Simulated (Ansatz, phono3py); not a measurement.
# Heat carried by phonons in BAs (F-43m), part 3 of 4

Wanted: κ(T), lifetimes and mean free paths for BAs.

What experiment has found for this phase:
- thermal conductivity 1160 W/m/K near room temperature (given in “Boron isotope effect on the thermal conductivity of boron arsenide single crystals”, 2019, arxiv:1910.02152)
- thermal conductivity 1000 W/m/K near room temperature (given in “Thermal expansion coefficient and lattice anharmonicity of cubic boron arsenide”, 2019, arxiv:1903.01668)

Ansatz 0.2.0; DFT LDA, scalar-relativistic, plane waves, PAW.

So far, κ at 300 K (relaxation time) (W/m/K): step 6 (third-order constants on small settings) 1018. Also highest frequency (cm⁻¹): step 6 741. The relaxed cell has a = 4.732 Å (conventional setting).

## 7. Anharmonic force constants and conductivity, k-mesh 6×6×6, third order supercell 3×3×3

Pairs of atoms inside the cutoff are displaced in a supercell, the forces give the cubic constants, and these give the three-phonon rates of the Boltzmann equation.

File input.yaml:

```yaml
crystal:
  lattice:
    - [0.0, 2.3660417783, 2.3660417783]
    - [2.3660417783, 0.0, 2.3660417783]
    - [2.3660417783, 2.3660417783, 0.0]
  atoms:
    - { symbol: B, position: [0.0, 0.0, 0.0] }
    - { symbol: As, position: [0.25, 0.25, 0.25] }
kpoints:
  mp_grid: { grid: [6, 6, 6] }
hamiltonian:
  xc: lda
scf:
  occupations: { method: fixed }
output:
  eigenvalues: true
phonons:
  method: fd
  dielectric: true
  qmesh: [6, 6, 6]
  temperatures: { t_max: 1000, t_step: 50 }
  qpath:
    path:
      - [[0.0, 0.0, 0.0], [-0.5, -0.5, 0.0], [-0.375, -0.375, 0.25]]
      - [[-0.375, 0.0, 0.375], [0.0, 0.0, 0.0], [0.0, 0.0, 0.5], [-0.5, -0.25, 0.25], [-0.5, -0.5, 0.0]]
    npoints: 10
  third_order: { supercell: [3, 3, 3], pair_cutoff: 3.496 }
  lattice_thermal_conductivity:
    qmesh: [23, 23, 23]
    temperatures: [100.0, 150.0, 200.0, 300.0, 400.0, 500.0, 600.0, 800.0]
    isotope_mass_variance: [{ species: As, variance: 0.0 }, { species: B, variance: 0.001354 }]
    solution: relaxation_time
```

On the command line:

```console
$ ansatz run input.yaml --threads 8 --pin off --max-ram 16384MiB --backend cpu --events-out ev --progress --plain --runs-dir out
```

Numbers of over 12 decimals in the logs are rounded to 6 here.

Log:

```text
[...]
Crystal: 12 atoms, lattice volume = 158.946 Å³
Basis set: ecut = 420 eV, 3135 PW (Γ), FFT grids on a1, −a1+a2+a3, −a1+a3
Bands: 66, of which v1, the nominal top of the filled ones, is band 54 counted from 1 (53 counted from 0)
Symmetry: 12 space group operations
k-points: 16 of 36 (time reversal used)
[...]
SCF iter   1: F=—  HF=-29541.057740 eV  |F-HF|=—  |Δ(HF+E_count)|=         —  Δρ=3.51e-8  dr2=1.67e-12  ethr=1.00e-12  ⟨swp⟩=3.0  Hψ=2706  notcnv=0
[...]
SCF iter   2: F=-29541.057740 eV  HF=-29541.057740 eV  |F-HF|=7.28e-12  |Δ(HF+E_count)|=    0.00e0  Δρ=1.94e-8  dr2=5.03e-13  ethr=1.00e-12  ⟨swp⟩=3.0  Hψ=2784  notcnv=0
SCF 1 converged in 2 iterations: F = -29541.057740 eV  dr2 = 5.03e-13
[...]
Crystal: 2 atoms, lattice volume = 26.491 Å³
Basis set: ecut = 420 eV, 531 PW (Γ), exchange–correlation on 48×48×48 points (8 copies of the dense FFT grid, shifted against one another)
Bands: 13, of which v1, the nominal top of the filled ones, is band 9 counted from 1 (8 counted from 0)
Symmetry: 24 space group operations
k-points: 46 of 216 (irreducible under 4 space group operations, time reversal used)
[...]
SCF iter   3: F=-4923.509624 eV  HF=-4923.509624 eV  |F-HF|=2.73e-12  |Δ(HF+E_count)|=  9.09e-13  Δρ=4.51e-8  dr2=5.61e-13  ethr=1.00e-12  ⟨swp⟩=1.0  Hψ=1380  notcnv=0
SCF 2 converged in 3 iterations: F = -4923.509624 eV  dr2 = 5.61e-13
[...]
Bands: 10, of which v1, the nominal top of the filled ones, is band 9 counted from 1 (8 counted from 0)
k-points: 28 of 216 (irreducible under 6 space group operations, time reversal used)
[...]
Eigensolver: Dense (28 Hₖ)
SCF iter   1: F=—  HF=-4923.528645 eV  |F-HF|=—  |Δ(HF+E_count)|=         —  Δρ=4.22e-4  dr2=5.41e-5  ethr=1.00e-1
[...]
SCF iter   4: F=-4923.528624 eV  HF=-4923.528624 eV  |F-HF|=2.07e-8  |Δ(HF+E_count)|=   6.86e-8  Δρ=1.08e-5  dr2=2.39e-8  ethr=2.11e-9
SCF 1 converged in 4 iterations: F = -4923.528624 eV  dr2 = 2.39e-8
[...]
Symmetry: 2 space group operations
[...]
SCF iter   7: F=-29541.057683 eV  HF=-29541.057683 eV  |F-HF|=0.00e0  |Δ(HF+E_count)|=  3.64e-12  Δρ=3.10e-8  dr2=1.78e-12  ethr=1.00e-12  ⟨swp⟩=5.1  Hψ=4054  notcnv=0
SCF 2 converged in 7 iterations: F = -29541.057683 eV  dr2 = 1.78e-12
[...]
SCF iter   3: F=-29541.057683 eV  HF=-29541.057683 eV  |F-HF|=7.28e-12  |Δ(HF+E_count)|=  7.28e-12  Δρ=7.97e-8  dr2=5.35e-12  ethr=1.00e-12  ⟨swp⟩=4.8  Hψ=4354  notcnv=0
SCF 3 converged in 3 iterations: F = -29541.057683 eV  dr2 = 5.35e-12
Symmetry: 1 space group operations
k-points: 20 of 36 (time reversal used)
[...]
SCF iter   7: F=-29541.057688 eV  HF=-29541.057688 eV  |F-HF|=7.28e-12  |Δ(HF+E_count)|=  3.64e-12  Δρ=3.23e-8  dr2=1.86e-12  ethr=1.00e-12  ⟨swp⟩=5.1  Hψ=5022  notcnv=0
SCF 4 converged in 7 iterations: F = -29541.057688 eV  dr2 = 1.86e-12
[...]
SCF iter   3: F=-29541.057688 eV  HF=-29541.057688 eV  |F-HF|=7.28e-12  |Δ(HF+E_count)|=  1.46e-11  Δρ=7.64e-8  dr2=5.43e-12  ethr=1.00e-12  ⟨swp⟩=4.5  Hψ=5482  notcnv=0
SCF 5 converged in 3 iterations: F = -29541.057688 eV  dr2 = 5.43e-12
[...]
SCF iter   7: F=-29541.057673 eV  HF=-29541.057673 eV  |F-HF|=7.28e-12  |Δ(HF+E_count)|=  7.28e-12  Δρ=3.32e-8  dr2=2.26e-12  ethr=1.00e-12  ⟨swp⟩=5.1  Hψ=4396  notcnv=0
SCF 6 converged in 7 iterations: F = -29541.057673 eV  dr2 = 2.26e-12
[...]
SCF 7 converged in 3 iterations: F = -29541.057673 eV  dr2 = 2.41e-12
[...]
SCF 8 converged in 7 iterations: F = -29541.057681 eV  dr2 = 1.68e-12
[...]
SCF iter   3: F=-29541.057681 eV  HF=-29541.057681 eV  |F-HF|=7.28e-12  |Δ(HF+E_count)|=  1.09e-11  Δρ=3.11e-8  dr2=1.89e-12  ethr=1.00e-12  ⟨swp⟩=4.2  Hψ=5511  notcnv=0
SCF 9 converged in 3 iterations: F = -29541.057681 eV  dr2 = 1.89e-12
Basis set: ecut = 420 eV, 3117 PW (Γ), FFT grids on a1, a2, −3a1−3a2+a3
SCF iter   1: F=—  HF=-29541.057741 eV  |F-HF|=—  |Δ(HF+E_count)|=         —  Δρ=3.58e-8  dr2=1.65e-12  ethr=1.00e-12  ⟨swp⟩=3.0  Hψ=2595  notcnv=0
[...]
SCF iter   2: F=-29541.057741 eV  HF=-29541.057741 eV  |F-HF|=7.28e-12  |Δ(HF+E_count)|=  1.46e-11  Δρ=1.99e-8  dr2=5.06e-13  ethr=1.00e-12  ⟨swp⟩=3.0  Hψ=2804  notcnv=0
SCF 10 converged in 2 iterations: F = -29541.057741 eV  dr2 = 5.06e-13
[...]
SCF iter   1: F=—  HF=-29541.057692 eV  |F-HF|=—  |Δ(HF+E_count)|=         —  Δρ=1.07e-4  dr2=2.18e-5  ethr=1.43e-8  ⟨swp⟩=2.4  Hψ=3994  notcnv=0  defer=118
[...]
SCF 128 converged in 7 iterations: F = -132934.741883 eV  dr2 = 5.89e-10
[...]
SCF iter   7: F=-132934.741469 eV  HF=-132934.741469 eV  |F-HF|=2.91e-11  |Δ(HF+E_count)|=  5.82e-11  Δρ=2.57e-7  dr2=5.50e-10  ethr=1.00e-12  ⟨swp⟩=2.9  Hψ=8282  notcnv=0
SCF 129 converged in 7 iterations: F = -132934.741469 eV  dr2 = 5.50e-10
[...]
SCF iter   7: F=-132934.742331 eV  HF=-132934.742331 eV  |F-HF|=5.82e-11  |Δ(HF+E_count)|=  7.28e-10  Δρ=2.26e-7  dr2=4.10e-10  ethr=1.00e-12  ⟨swp⟩=2.3  Hψ=6213  notcnv=0
SCF 130 converged in 7 iterations: F = -132934.742331 eV  dr2 = 4.10e-10
[...]
SCF iter   7: F=-132934.741010 eV  HF=-132934.741010 eV  |F-HF|=2.91e-10  |Δ(HF+E_count)|=  5.82e-11  Δρ=2.69e-7  dr2=6.93e-10  ethr=1.00e-12  ⟨swp⟩=3.0  Hψ=5175  notcnv=0
SCF 131 converged in 7 iterations: F = -132934.741010 eV  dr2 = 6.93e-10
[...]
SCF iter   7: F=-132934.741856 eV  HF=-132934.741856 eV  |F-HF|=2.33e-10  |Δ(HF+E_count)|=  8.73e-10  Δρ=2.57e-7  dr2=6.47e-10  ethr=1.00e-12  ⟨swp⟩=2.0  Hψ=8282  notcnv=0
SCF 132 converged in 7 iterations: F = -132934.741856 eV  dr2 = 6.47e-10
[...]
SCF iter   7: F=-132934.741477 eV  HF=-132934.741477 eV  |F-HF|=8.73e-11  |Δ(HF+E_count)|=  2.91e-11  Δρ=2.56e-7  dr2=5.46e-10  ethr=1.00e-12  ⟨swp⟩=3.0  Hψ=8282  notcnv=0
SCF 133 converged in 7 iterations: F = -132934.741477 eV  dr2 = 5.46e-10
[...]
SCF iter   7: F=-132934.742331 eV  HF=-132934.742331 eV  |F-HF|=5.82e-11  |Δ(HF+E_count)|=  7.57e-10  Δρ=2.26e-7  dr2=4.05e-10  ethr=1.00e-12  ⟨swp⟩=2.3  Hψ=6213  notcnv=0
SCF 134 converged in 7 iterations: F = -132934.742331 eV  dr2 = 4.05e-10
[...]
SCF converged after 2 iterations
Free energy (F): -29541.057740 eV
[...]
Internal energy: -29541.057740 eV  (E = F + TS)
E sigma→0 (E₀):  -29541.057740 eV
Fermi energy:    11.302907 eV
[...]
--- Band table (eV; the first three rows and the last of 16) ---
  k-point 0: bands = [... 50 lower, 9.7501, 11.3029, 11.3029, 11.3029, 12.6154, 12.6981, 14.3011, 14.3011, ... 8 higher]
  k-point 1: bands = [... 50 lower, 9.5396, 9.7501, 9.7501, 10.3927, 12.5111, 13.5092, 13.7419, 14.3011, ... 8 higher]
  k-point 2: bands = [... 50 lower, 10.6020, 10.6020, 10.6020, 10.6020, 13.0714, 13.0714, 14.1444, 14.1444, ... 8 higher]
  k-point 15: bands = [... 50 lower, 7.9935, 7.9935, 8.6446, 8.6446, 14.3395, 14.3395, 15.0702, 15.0702, ... 8 higher]
--- Phonons: 62 displaced members + 10 references (amplitude of the first 0.0025 Å, Σ member SCF iterations 324) ---
  ASR residual: 1.607e-4 → 0.000e0 eV/Å²; symmetrization residual: 2.001e-4 eV/Å²
  largest component of a force at the reference: 1.4e-7 eV/Å
  ASR residual per site (eV/Å²): 1.12e-4 1.61e-4
  Γ frequencies (cm⁻¹): 0.00 0.00 0.00 702.05 702.05 702.05
[...]
ε∞ (high-frequency dielectric tensor):
        9.661642    -0.000000     0.000000
       -0.000000     9.661642     0.000000
        0.000000     0.000000     9.661642
[...]
Born effective charges Z* (e; rows j = field, columns β = displacement):
    site 0:
        -0.53938   -0.00000   -0.00000
         0.00000   -0.53938   -0.00000
         0.00000   -0.00000   -0.53938
    site 1:
         0.53938    0.00000    0.00000
        -0.00000    0.53938    0.00000
        -0.00000    0.00000    0.53938
  Z* charge neutrality: 2.153e-3 e pre-enforcement
[...]
optical modes at Γ without the LO–TO term, one row a degenerate level:
      ω (cm⁻¹)  modes    IR ((D/Å)²/amu)
        702.05      3             2.1315
  optical modes at Γ + LO–TO along q̂ = [1.0000, 0.0000, 0.0000]:
      ω (cm⁻¹)  modes    IR ((D/Å)²/amu)
        702.05      2             1.4210
        706.25      1             0.7105
  optical modes at Γ + LO–TO along q̂ = [0.0000, 1.0000, 0.0000]:
      ω (cm⁻¹)  modes    IR ((D/Å)²/amu)
        702.05      2             1.4210
        706.25      1             0.7105
  optical modes at Γ + LO–TO along q̂ = [0.0000, 0.0000, 1.0000]:
      ω (cm⁻¹)  modes    IR ((D/Å)²/amu)
        702.05      2             1.4210
        706.25      1             0.7105
--- Phonons (by wavevector): 16 wavevectors in 10 supercells ---
  supercell 1 (6 cells, vectors [1, 0, 0], [0, 3, -3], [0, 0, 2] in multiples of the cell's): 8 displaced members by 0.0025 Å; free energy -29541.057740 eV; taken off its force constants: by the sum rule 4.9e-5, by the symmetrisation 8.1e-5 eV/Å²
[...]
q = [0.0000, 0.0000, 0.0000] (star 1, supercell 1; hermiticity 1.64e-16, symmetrization 4.15e-7): -0.00 -0.00 0.00 702.05 702.05 702.05
[...]
joined force constants: q→R imaginary residual 4.14e-19
[...]
symmetry images taken by loose's conditions (phonons.symmetry_images: auto; settled by the asymmetry read); asymmetry of the core-correction force 7.1e-8 eV/Å at the most on a site, 2.4e-6 eV/Å summed over every site of the supercell
[...]
T (K)   relaxation time
      100.00         2851.9585
      150.00         2356.3613
      200.00         1981.9279
      300.00         1480.4449
      400.00         1174.4560
      500.00          971.4664
      600.00          827.6812
      800.00          638.1230
```

It took 18 min on 8 threads of Arm Neoverse V1, shared host; peak memory 7.2 GiB.

Numbers from this step:

| Quantity | Value |
| --- | --- |
| Γ frequencies | 0, 0, 0, 702.0, 702.0, 702.0 cm⁻¹ (negative: imaginary) |
| highest frequency | 741.1 cm⁻¹ |
| Debye temperature from the second moment | 936 K |
| κ at 300 K (relaxation time) | 1480 W/m/K |
| mean free path at half of κ | 1630 nm |
| third-order blocks | 266 |
| periodic aliases dropped | 24 |
| largest relative sum-rule correction | 0.1881 |
| displaced cells, third order | 61 |

LO-TO term included. Phonon branches along the path, in cm⁻¹:

```csv
point,branch 1,branch 2,branch 3,branch 4,branch 5,branch 6
Γ,0,0,0,702,702,706
halfway,151,151,231,663,663,724
X,192,192,322,641,641,741
halfway,190,215,312,639,642,734
U,186,250,290,637,646,724
jump to K,186,250,290,637,646,724
halfway,138,179,227,666,675,710
Γ,0,0,0,702,702,706
halfway,112,112,223,685,685,711
L,138,138,313,678,678,714
halfway,181,217,290,648,657,715
W,226,260,266,630,642,719
halfway,210,217,304,637,641,728
X,192,192,322,641,641,741
```

The phonon branches as a text plot (rows in cm⁻¹):

```
    726 |  **********************           *********************
    695 |****                    **************
    664 |    *****         *******             *********
    633 |         ***********                         ***********
    602 |
    571 |
    540 |
    510 |
    479 |
    448 |
    417 |
    386 |
    355 |
    324 |           ****                        ***           ***
    293 |        ***    ***                   **   *****    **
    262 |       *         ******             *          ****
    232 |      *        **   ** *           *         ********
    201 |    **   *********    * *         *         * **    ****
    170 |       **         ****** **               ****
    139 |   ****                **        *   ******
    108 |  **                    ****    * ***
     77 |  *                      ***     *
     46 | *                          *  **
     15 |*                            ***
         Γ           X  U|K            Γ         L        W     X
```

Lattice thermal conductivity, RTA xx against temperature:

```csv
temperature (K),"lattice thermal conductivity, RTA xx (W/m/K)"
100,2852
150,2356
200,1982
300,1480
400,1174
500,972
600,828
800,638
```

The modes has structure finer than the step of the table below, so its rows give means over 20 cm⁻¹, whole bins alone (the curve runs from -10 to 773 cm⁻¹). Peaks (cm⁻¹: height): As 187.0: 0.0219, 280.6: 0.0208, 650.0: 0.00304; B 645.1: 0.0477, 714.1: 0.0470.

Phonopy on the run's constants, 21x21x21 mesh, Gaussian sigma 5.6 cm⁻¹. The modes by wavenumber; means over each step; values in 1/cm⁻¹/cell:

```csv
wavenumber (cm⁻¹),As,B
0,1.1e-5,0
20,6.7e-5,1.0e-5
40,2.7e-4,3.6e-5
60,6.2e-4,8.3e-5
80,0.00131,1.7e-4
100,0.00238,3.0e-4
120,0.00487,5.8e-4
140,0.0106,0.00116
160,0.0149,0.00148
180,0.0201,0.00172
200,0.0184,0.00135
220,0.0134,8.0e-4
240,0.0117,5.8e-4
260,0.0113,4.1e-4
280,0.0187,3.5e-4
300,0.0104,1.1e-4
320,0.00178,6.5e-6
340,1.3e-5,0
360,0,0
380,0,0
400,0,0
420,0,0
440,0,0
460,0,0
480,0,0
500,0,0
520,0,0
540,0,0
560,0,0
580,0,0
600,0,0
620,3.5e-5,0.00169
640,0.00169,0.0338
660,0.00292,0.0365
680,0.00197,0.0181
700,8.8e-4,0.0113
720,0.00157,0.0346
740,1.1e-4,0.00470
760,0,3.4e-5
```

Distinct triplets, nearest first. Third order norms, by row:

```csv
sites,side 1 (Å),side 2 (Å),side 3 (Å),norm of the 27 components (eV/Å³)
B-B-B,0,0,0,114.5
As-As-As,0,0,0,104
B-As-As,0,2.05,2.05,45.48
B-As-B,0,2.05,2.05,47.28
B-B-As,2.05,2.05,3.35,0.969
B-As-As,2.05,2.05,3.35,1.203
B-B-B,0,3.35,3.35,1.466
B-B-B,3.35,3.35,3.35,0.333
B-B-B,3.35,3.35,3.35,0.065
As-As-As,0,3.35,3.35,2.601
As-As-As,3.35,3.35,3.35,0.181
As-As-As,3.35,3.35,3.35,0.414
```

Born charge (rows field, columns displacement) (e), principal values of the symmetric part by kind of site:

```csv
atom,atoms with these values,low,middle,high,mean
B1,1,-0.5394,-0.5394,-0.5394,-0.5394
As2,1,0.5394,0.5394,0.5394,0.5394
```

In full for As2:

```
0.5394 0.0000 0.0000
0.0000 0.5394 0.0000
0.0000 0.0000 0.5394
```

RTA, 300 K. Kappa by branch, by row:

```csv
branch (by rank),mean frequency (THz),mean rms speed (km/s),median lifetime (ps),share of kappa
1,5,2.25,363,0.225
2,5.86,3.24,467,0.572
3,7.99,2.61,106,0.202
4,19.62,1.04,0.493,0
5,19.8,0.91,0.534,0
6,21.52,0.51,0.301,0
```

Table of spectral kappa at 300 K, relaxation time (W/m/K/THz) by frequency; read off at these points:

```csv
frequency (THz),"spectral kappa at 300 K, relaxation time (W/m/K/THz)"
0.25,0
0.75,45.8
1.25,52.1
2.25,28.8
2.75,33.4
3.25,75.0
3.75,74.8
4.25,147
5.25,392
5.75,422
6.25,472
6.75,429
7.25,296
7.75,111
8.75,27.9
9.25,4.72
9.75,0.0446
10.25,0
10.75,0
11.75,0
12.25,0
12.75,0
13.25,0
13.75,0
14.75,0
15.25,0
15.75,0
16.25,0
16.75,0
17.25,0
18.25,0
18.75,0.00251
19.25,0.0262
19.75,0.0840
20.25,0.0755
21.25,0.00426
21.75,0.0215
22.25,0.00473
```

Relaxation-time solution. The share of κ carried by shorter paths by mean free path:

```csv
mean free path (nm),100 K,300 K,800 K
46.4,0,0,0.002
68.1,0,0,0.008
100,0,0.001,0.02
147,0,0.004,0.036
215,0,0.013,0.075
316,0.001,0.025,0.159
464,0.004,0.049,0.285
681,0.009,0.124,0.483
1000,0.015,0.232,0.774
1470,0.027,0.438,0.965
2150,0.09,0.704,0.98
3160,0.28,0.95,0.987
4640,0.535,0.97,0.991
6810,0.746,0.977,1
10000,0.801,0.981,1
14700,0.833,0.988,1
21500,0.872,1,1
31600,0.901,1,1
46400,0.914,1,1
68100,0.942,1,1
1.0e5,1,1,1
```

[end of part 3 of 4]

[Logs are printed without paths, hosts, clocks, repeated set-up lines and the standing remarks that a program may print on its own settings, such as how far it seeks lower states.]

[Hosts, paths, dates, database ids (printed as entryN), source tags and the programs' standing remarks are cut or masked in the printed files.]

[A step with changed settings may run another functional than the one named; its input shows which.]
